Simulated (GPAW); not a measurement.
# SiC (P6_3mc): refractive index against wavelength

The refractive index of SiC (P6_3mc) along x below the direct gap (4.07 eV on the mesh) is read from one computed spectrum, n = √(Re ε). x, y and z are the Cartesian axes of the input cell.

Symmetry: P6_3mc, No. 186, hexagonal system. Conventional cell: a = 3.076 Å, b = 3.076 Å, c = 5.048 Å, α = 90.00°, β = 90.00°, γ = 120.00°. Around Si on site b lie 4 C at 1.87 to 1.94 Å. Around C on site b lie 4 Si at 1.87 to 1.94 Å.

Method: GPAW 26.7.0, PBE, RPA, k-mesh 12×12×7, local fields up to 70 eV, Lorentzian half width 0.12 eV.

Launch of the response step: `OMP_NUM_THREADS=1 python df.py`. The run took 2.5 min, its band step included, on 1 thread of Arm Neoverse V1, with other jobs on the host.

```
wavelength (nm)  photon energy E (eV)       n
           1310                 0.946  2.5762
           1064                 1.165  2.5856
            850                 1.459  2.6015
            700                 1.771  2.6231
            633                 1.959  2.6385
            532                 2.331  2.6755
            450                 2.755       ?
```

In the single-oscillator model n² − 1 = E₀E_d/(E₀² − E²), so 1/(n² − 1) = E₀/E_d − E²/(E₀E_d) is linear in E².

Working, on the rows shown:

| x = E² (eV²) | y = 1/(n² − 1) |
| --- | --- |
| 0.895757 | 0.177405 |
| 1.35784 | 0.175891 |
| 2.12762 | 0.173376 |
| 3.13716 | 0.170049 |
| 3.83641 | 0.167738 |
| 5.43137 | 0.162382 |

Means: x̄ = 2.7977, ȳ = 0.17114. Σ(x − x̄)(y − ȳ) = -0.04722, Σ(x − x̄)² = 14.27. Slope = -0.04722 / 14.27 = -0.003309; intercept = ȳ − slope · x̄ = 0.1804. Turned back into n, the line misses the rows shown by at most 0.0003.

Task: What does the fit predict for the withheld row, and how well does it do?

Result: At x = 7.5912 the line gives y = 0.15528, that is 2.7277. The run gave 2.7297, so the extrapolation is off by 0.002, 1.3 % of the range in the table.

Refitted with all rows, the slope is -0.003342 and the intercept 0.18047. These give E₀ = √(intercept/−slope) = 7.35 eV and E_d = E₀/intercept = 40.7 eV; E₀ is 1.8 times the direct gap. The electronic limit at long wavelengths, without lattice vibrations, is n = √(1 + 1/intercept) = 2.558. Excitons are left out; PBE gaps are as a rule too small. The values come from a sum over the points of one k-mesh and carry its error, which grows as the direct gap shrinks.

[Logs are printed without paths, hosts, clocks, repeated set-up lines and the standing remarks that a program may print on its own settings, such as how far it seeks lower states.]
